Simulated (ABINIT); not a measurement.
Planning a run of ABINIT 10.8.3 on SnO2 (Cassiterite). The input:

```
acell 3*1.0 Angstrom
rprim 
  4.738000000000 0.000000000000 0.000000000000
  0.000000000000 4.738000000000 0.000000000000
  0.000000000000 0.000000000000 3.186500000000
ntypat 2
znucl 50 8
natom 6
typat 1 1 2 2 2 2
xred 
  0.000000000000 0.000000000000 0.000000000000
  0.500000000000 0.500000000000 0.500000000000
  0.307100000000 0.307100000000 0.000000000000
  0.192900000000 0.807100000000 0.500000000000
  0.692900000000 0.692900000000 0.000000000000
  0.807100000000 0.192900000000 0.500000000000
pp_dirpath "pseudos"
pseudos "Sn.upf, O.upf"
ecut 42
ngkpt 4 4 6
nshiftk 1
shiftk 0.11 0.21 0.31
kptopt 3
chksymbreak 0
iscf -2
irdden 1
istwfk *1
nband 52
nbdbuf 4
tolwfr 1e-09
nstep 60
prtvol 0
indata_prefix "in"
outdata_prefix "out"
tmpdata_prefix "tmp"
```

```sh
OMP_NUM_THREADS=1 mpirun -n 4 abinit run.abi > log
```

**Question.** Estimate wall time and host memory on 4 MPI ranks of Arm Neoverse V1, shared host.

It took 2.6 min; on shared hardware allow 79 s to 5.3 min. Peak host memory was 0.75 GiB.

[Paths, hosts, dates, memory and timing lines, banners, echoed tables and standing remarks are left out of the program output.]

[Logs are printed without paths, hosts, clocks, repeated set-up lines and the standing remarks that a program may print on its own settings, such as how far it seeks lower states.]

[Runs of the session that timed out or met a known fault of the program may be left out.]

[Hosts, paths, dates, database ids (printed as entryN), source tags and the programs' standing remarks are cut or masked in the printed files.]

[G0W0 gaps are taken among the corrected bands and points alone; a level outside them can change the order at an edge.]

[Where Ansatz stands beside ABINIT at settings called matched, ABINIT's density can come from a denser mesh and the files from another edition; pairs whose starting gaps differed by over 0.03 eV were left out, so agreement reads better than it is.]
